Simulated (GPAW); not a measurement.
KTaO3 (Pm-3m): how ε∞ follows the gap

The empty bands of KTaO3 (Pm-3m) are shifted up rigidly by Δ, and ε∞ is computed for each shift.

The structure is cubic, space group Pm-3m (No. 221). The conventional cell has a = 3.988 Å, b = 3.988 Å, c = 3.988 Å, α = 90.00°, β = 90.00°, γ = 90.00°. Ta on site a has 6 O at 1.99 Å as nearest neighbours. K on site b is surrounded by 12 O at 2.82 Å. O on site d has 2 Ta at 1.99 Å as nearest neighbours.

Method: GPAW 26.7.0, PBE, RPA, k-mesh 8×8×8, local fields up to 70 eV, Lorentzian half width 0.12 eV.

Launch of the response step: `OMP_NUM_THREADS=1 python df.py`. The series took 4.4 min in all, its band step included, on 1 thread of Arm Neoverse V1, on a shared host.

```tsv
Δ (eV)	ε∞
0.00	4.723
0.25	4.588
0.50	4.465
0.75	4.352
1.00	?
1.50	4.060
2.00	3.898
3.00	3.628
```

With one effective transition at E₀ and fixed dipole strength, ε∞ − 1 = A/(E₀ + Δ), so 1/(ε∞ − 1) is linear in Δ.

Working, on the rows shown:

| x = Δ (eV) | y = 1/(ε∞ − 1) |
| --- | --- |
| 0 | 0.268601 |
| 0.25 | 0.278707 |
| 0.5 | 0.2886 |
| 0.75 | 0.298329 |
| 1.5 | 0.326797 |
| 2 | 0.345066 |
| 3 | 0.380518 |

Means: x̄ = 1.1429, ȳ = 0.31237. Σ(x − x̄)(y − ȳ) = 0.2606, Σ(x − x̄)² = 6.982. Slope = 0.2606 / 6.982 = 0.03733; intercept = ȳ − slope · x̄ = 0.26972. Turned back into ε∞, the line misses the rows shown by at most 0.015.

Q: Predict the last column of the withheld row from the fit.

A: At x = 1 the line gives y = 0.30704, that is 4.257. The run gave 4.247, so the interpolation is off by 0.0099, 0.9 % of the range in the table.

Refitted with all rows, the slope is 0.03731 and the intercept 0.26985. These give E₀ = intercept/slope = 7.2 eV, far above the least direct gap of 2.80 eV: most of the screening comes from transitions well over the edge. Over the first step ε∞ falls by 11 % per eV. Excitons are left out; PBE gaps are as a rule too small. The values come from a sum over the points of one k-mesh and carry its error, which grows as the direct gap shrinks. This version of GPAW has incomplete matrix elements in the optical limit, which can lower ε − 1 by up to a tenth where first-row anions or d states rule. Spin-orbit coupling is left out.

[Logs are printed without paths, hosts, clocks, repeated set-up lines and the standing remarks that a program may print on its own settings, such as how far it seeks lower states.]
